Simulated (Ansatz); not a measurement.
# (SiC)2(MgO)2 [0001] superlattice, started as wurtzite: from the cell to its phonons

How does (SiC)2(MgO)2 [0001] superlattice, started as wurtzite vibrate, and is this structure a minimum?

Main program and level: Ansatz 0.2.0; DFT PBE, scalar-relativistic, plane waves, PAW.

The structure was built from a prototype and need not be the compound's stable phase.

### Step 1. The starting structure

The structure is trigonal, space group P3m1 (No. 156). The conventional cell has a = 3.180 Å, b = 3.180 Å, c = 10.150 Å, α = 90.00°, β = 90.00°, γ = 120.00°. Nearest to C lie 4 Si at 1.90 to 1.94 Å. C has 1 Si at 1.90 Å and 3 Mg at 1.94 Å nearest. Nearest to Mg lie 1 O at 1.90 Å and 3 C at 1.94 Å. Nearest to Mg lie 4 O at 1.90 to 1.94 Å. Nearest to O lie 4 Mg at 1.90 to 1.94 Å. O has 1 Mg at 1.90 Å and 3 Si at 1.94 Å nearest. Farther neighbours and most contacts between anions are not listed.

### Step 2. Coarse relaxation

The start is far from rest, so a relaxation with loose tolerances brings it close first.

Contents of input.yaml:

```yaml
crystal:
  lattice:
    - [3.18, 0.0, 0.0]
    - [-1.59, 2.75396, 0.0]
    - [0.0, 0.0, 10.15]
  atoms:
    - { symbol: C, position: [0.333333, 0.666667, 0.1875] }
    - { symbol: C, position: [0.666667, 0.333333, 0.4375] }
    - { symbol: Mg, position: [0.333333, 0.666667, 0.5] }
    - { symbol: Mg, position: [0.666667, 0.333333, 0.75] }
    - { symbol: O, position: [0.333333, 0.666667, 0.6875] }
    - { symbol: O, position: [0.666667, 0.333333, 0.9375] }
    - { symbol: Si, position: [0.333333, 0.666667, 0.0] }
    - { symbol: Si, position: [0.666667, 0.333333, 0.25] }
kpoints:
  mp_grid: { grid: [9, 9, 2] }
hamiltonian:
  xc: pbe
scf:
  occupations: { method: gaussian, width: 0.1 }
output:
  forces: true
  stress: true
  eigenvalues: true
relax:
  adjacent_minimum: "off"
  f_tol: 0.05
  max_steps: 80
  cell: { stress_tol: 0.5 }
```

On the command line:

```bash
$ ansatz run input.yaml --threads 8 --pin off --max-ram 14336MiB --backend cpu --events-out ev --progress --plain --runs-dir out
```

Numbers of over 12 decimals in the logs are rounded to 6 here.

The program printed:

```text
[...]
atoms:
    - { symbol: C, position: [0.333333, 0.666667, 0.179821] }
    - { symbol: C, position: [0.666667, 0.333333, 0.413794] }
    - { symbol: Mg, position: [0.333333, 0.666667, 0.504718] }
    - { symbol: Mg, position: [0.666667, 0.333333, 0.749537] }
    - { symbol: O, position: [0.333333, 0.666667, 0.696090] }
    - { symbol: O, position: [0.666667, 0.333333, 0.952403] }
    - { symbol: Si, position: [0.333333, 0.666667, 0.00832171] }
    - { symbol: Si, position: [0.666667, 0.333333, 0.245315] }
[key lines of the parts left out:]
SCF converged after 6 iterations
Free energy (F): -6756.116694 eV
Fermi energy:    8.492712 eV
P = ⅓ Tr σ = -0.0059 GPa (-0.059 kbar)
```

The job ended after 9.1 s (8 threads of Arm Neoverse V2, shared host; peak memory 0.48 GiB; 62 s of CPU time).

Step by step:

```tsv
step	energy less that of the first step (eV)	largest force component (eV/Å)	pressure (GPa)	volume (Å³)
1	0.0000	4.2626	13.59	88.89
2	-0.7771	2.3577	6.34	92.59
3	-1.0688	0.7627	-1.72	98.23
4	-1.1011	0.3824	0.60	97.11
5	-1.1129	0.1657	0.28	97.09
6	-1.1137	0.0408	-0.06	97.34
7*	-1.1472	0.0387	0.45	97.34
8	-1.1471	0.0145	-0.01	97.71
9*	-1.1479	0.0136	-0.01	97.71
```

Relaxation steps marked * repeat the geometry before them on a plane-wave basis chosen anew for their cell, so energy and pressure can jump there.

The run keeps the 6 symmetry operations that it works with, so distortions that break them were not tested.

```tsv
conventional cell, symmetrised	before	after	change
a (Å)	3.180	3.247	+2.1 %
b (Å)	3.180	3.247	+2.1 %
c (Å)	10.150	10.705	+5.5 %
volume (Å³/atom)	11.11	12.21	+9.9 %
```

The atoms that moved most (Å, as changes of fractional coordinates times the final cell):

```tsv
atom	dx	dy	dz	length
C2	0.000	0.000	-0.254	0.254
O6	0.000	0.000	0.160	0.160
O5	0.000	0.000	0.092	0.092
Si7	0.000	0.000	0.089	0.089
C1	0.000	0.000	-0.082	0.082
Mg3	0.000	0.000	0.051	0.051
Si8	0.000	0.000	-0.050	0.050
```

Final coordinates:

```cif
data_structure
_symmetry_space_group_name_H-M 'P 1'
_symmetry_Int_Tables_number 1
_cell_length_a 3.2465
_cell_length_b 3.2465
_cell_length_c 10.7048
_cell_angle_alpha 90.000
_cell_angle_beta 90.000
_cell_angle_gamma 120.000
_cell_volume 97.71
loop_
_atom_site_label
_atom_site_type_symbol
_atom_site_fract_x
_atom_site_fract_y
_atom_site_fract_z
_atom_site_occupancy
C1 C 0.33333 0.66667 0.17982 1
C2 C 0.66667 0.33333 0.41379 1
Mg3 Mg 0.33333 0.66667 0.50472 1
Mg4 Mg 0.66667 0.33333 0.74954 1
O5 O 0.33333 0.66667 0.69609 1
O6 O 0.66667 0.33333 0.95240 1
Si7 Si 0.33333 0.66667 0.00832 1
Si8 Si 0.66667 0.33333 0.24531 1
```

Numbers from this step:

```
pressure          : -0.005853 GPa
volume per atom   : 12.21 Å³
gap on the k-mesh : 0 eV
```

In this step the volume went from 11.11 to 12.21 Å³/atom.

### Step 3. Relaxation

The cell and atoms are relaxed, since residual forces and stress would shift the frequencies.

Contents of input.yaml:

```yaml
crystal:
  lattice:
    - [3.2465459887, 0.0, 0.0]
    - [-1.6232729943, 2.8115913007, 0.0]
    - [0.0, 0.0, 10.7048192499]
  atoms:
    - { symbol: C, position: [0.3333333333, 0.6666666667, 0.1798212499] }
    - { symbol: C, position: [0.6666666667, 0.3333333333, 0.4137940342] }
    - { symbol: Mg, position: [0.3333333333, 0.6666666667, 0.5047184468] }
    - { symbol: Mg, position: [0.6666666667, 0.3333333333, 0.7495368078] }
    - { symbol: O, position: [0.3333333333, 0.6666666667, 0.6960902699] }
    - { symbol: O, position: [0.6666666667, 0.3333333333, 0.9524025607] }
    - { symbol: Si, position: [0.3333333333, 0.6666666667, 0.0083217107] }
    - { symbol: Si, position: [0.6666666667, 0.3333333333, 0.2453149201] }
kpoints:
  mp_grid: { grid: [12, 12, 4] }
hamiltonian:
  xc: pbe
scf:
  occupations: { method: gaussian, width: 0.1 }
output:
  forces: true
  stress: true
  eigenvalues: true
relax:
  adjacent_minimum: "off"
  f_tol: 0.005
  max_steps: 80
  cell: { stress_tol: 0.05 }
```

The program printed:

```text
[...]
Crystal: 8 atoms, lattice volume = 97.713 Å³
Basis set: ecut = 420 eV, 1931 PW (Γ), exchange–correlation on 48×48×144 points (8 copies of the dense FFT grid, shifted against one another)
Bands: 32, of which v1, the nominal top of the filled ones, is band 24 counted from 1 (23 counted from 0)
Symmetry: 6 space group operations
[...]
k-points: 69 of 576 (time reversal used)
[...]
atoms:
    - { symbol: C, position: [0.333333, 0.666667, 0.179732] }
    - { symbol: C, position: [0.666667, 0.333333, 0.413581] }
    - { symbol: Mg, position: [0.333333, 0.666667, 0.505014] }
    - { symbol: Mg, position: [0.666667, 0.333333, 0.750128] }
    - { symbol: O, position: [0.333333, 0.666667, 0.696010] }
    - { symbol: O, position: [0.666667, 0.333333, 0.952418] }
    - { symbol: Si, position: [0.333333, 0.666667, 0.00808481] }
    - { symbol: Si, position: [0.666667, 0.333333, 0.245032] }
[key lines of the parts left out:]
SCF converged after 6 iterations
Free energy (F): -6756.124792 eV
Fermi energy:    8.433412 eV
P = ⅓ Tr σ = 0.0044 GPa (0.044 kbar)
```

It took 13 s on 8 threads; peak memory 0.58 GiB.

The steps of the relaxation:

```tsv
step	energy less that of the first step (eV)	largest force component (eV/Å)	pressure (GPa)	volume (Å³)
1	0.0000	0.0513	-0.07	97.71
2	-0.0003	0.0351	-0.03	97.67
3	-0.0005	0.0103	0.04	97.59
4	-0.0005	0.0071	-0.01	97.63
5	-0.0005	0.0024	0.01	97.62
6*	-0.0004	0.0024	0.00	97.62
```

Relaxation steps marked * repeat the geometry before them on a plane-wave basis chosen anew for their cell, so energy and pressure can jump there.

Forces are held to the 6 operations that the run works with; a distortion that breaks them can't arise in this run.

```tsv
conventional cell, symmetrised	before	after	change
a (Å)	3.247	3.244	-0.1 %
b (Å)	3.247	3.244	-0.1 %
c (Å)	10.705	10.711	+0.1 %
volume (Å³/atom)	12.21	12.20	-0.1 %
```

The relaxed structure:

```cif
data_structure
_symmetry_space_group_name_H-M 'P 1'
_symmetry_Int_Tables_number 1
_cell_length_a 3.2441
_cell_length_b 3.2441
_cell_length_c 10.7105
_cell_angle_alpha 90.000
_cell_angle_beta 90.000
_cell_angle_gamma 120.000
_cell_volume 97.62
loop_
_atom_site_label
_atom_site_type_symbol
_atom_site_fract_x
_atom_site_fract_y
_atom_site_fract_z
_atom_site_occupancy
C1 C 0.33333 0.66667 0.17973 1
C2 C 0.66667 0.33333 0.41358 1
Mg3 Mg 0.33333 0.66667 0.50501 1
Mg4 Mg 0.66667 0.33333 0.75013 1
O5 O 0.33333 0.66667 0.69601 1
O6 O 0.66667 0.33333 0.95242 1
Si7 Si 0.33333 0.66667 0.00808 1
Si8 Si 0.66667 0.33333 0.24503 1
```

Numbers from this step:

| Property | Result |
| --- | --- |
| pressure | 0.004450 GPa |
| volume per atom | 12.20 Å³ |

In this step the volume went from 12.21 to 12.20 Å³/atom.

### Step 4. Tight relaxation

Phonons need a cell at rest on their own settings, so the relaxation is repeated with tight tolerances on forces and stress on the k mesh and occupations of the first response run.

Contents of input.yaml:

```yaml
crystal:
  lattice:
    - [3.2440559736, 0.0, 0.0]
    - [-1.6220279868, 2.8094348844, 0.0]
    - [0.0, 0.0, 10.7105057958]
  atoms:
    - { symbol: C, position: [0.3333333333, 0.6666666667, 0.1797315418] }
    - { symbol: C, position: [0.6666666667, 0.3333333333, 0.4135812185] }
    - { symbol: Mg, position: [0.3333333333, 0.6666666667, 0.5050140282] }
    - { symbol: Mg, position: [0.6666666667, 0.3333333333, 0.7501280881] }
    - { symbol: O, position: [0.3333333333, 0.6666666667, 0.6960099316] }
    - { symbol: O, position: [0.6666666667, 0.3333333333, 0.9524184919] }
    - { symbol: Si, position: [0.3333333333, 0.6666666667, 0.0080848105] }
    - { symbol: Si, position: [0.6666666667, 0.3333333333, 0.2450318894] }
kpoints:
  mp_grid: { grid: [12, 12, 4] }
hamiltonian:
  xc: pbe
scf:
  occupations: { method: methfessel_paxton, width: 0.2 }
output:
  forces: true
  stress: true
  eigenvalues: true
relax:
  adjacent_minimum: "off"
  f_tol: 0.001
  max_steps: 60
  cell: { stress_tol: 0.01 }
```

The program printed:

```text
[...]
Crystal: 8 atoms, lattice volume = 97.615 Å³
Basis set: ecut = 420 eV, 1931 PW (Γ), exchange–correlation on 48×48×144 points (8 copies of the dense FFT grid, shifted against one another)
Bands: 32, of which v1, the nominal top of the filled ones, is band 24 counted from 1 (23 counted from 0)
Symmetry: 6 space group operations
[...]
k-points: 69 of 576 (time reversal used)
[...]
atoms:
    - { symbol: C, position: [0.333333, 0.666667, 0.179733] }
    - { symbol: C, position: [0.666667, 0.333333, 0.413570] }
    - { symbol: Mg, position: [0.333333, 0.666667, 0.505010] }
    - { symbol: Mg, position: [0.666667, 0.333333, 0.750108] }
    - { symbol: O, position: [0.333333, 0.666667, 0.696012] }
    - { symbol: O, position: [0.666667, 0.333333, 0.952399] }
    - { symbol: Si, position: [0.333333, 0.666667, 0.00812533] }
    - { symbol: Si, position: [0.666667, 0.333333, 0.245042] }
[key lines of the parts left out:]
SCF converged after 10 iterations
Free energy (F): -6756.117080 eV
Fermi energy:    8.434323 eV
P = ⅓ Tr σ = -0.0001 GPa (-0.001 kbar)
```

The job ended after 17 s (8 threads; peak memory 0.59 GiB).

Little changed from the start: no atom moved by 0.005 Å and no cell edge by 0.1 %.

This step gave:

```
pressure : -1.01e-4 GPa
```

The largest force component left is 0.99 meV/Å and the pressure is 0.000 GPa, within the tolerances set. The cell now holds 12.20 Å³/atom.

(Part 1 of 2 ends here.)

[Logs are printed without paths, hosts, clocks, repeated set-up lines and the standing remarks that a program may print on its own settings, such as how far it seeks lower states.]

[Hosts, paths, dates, database ids (printed as entryN), source tags and the programs' standing remarks are cut or masked in the printed files.]
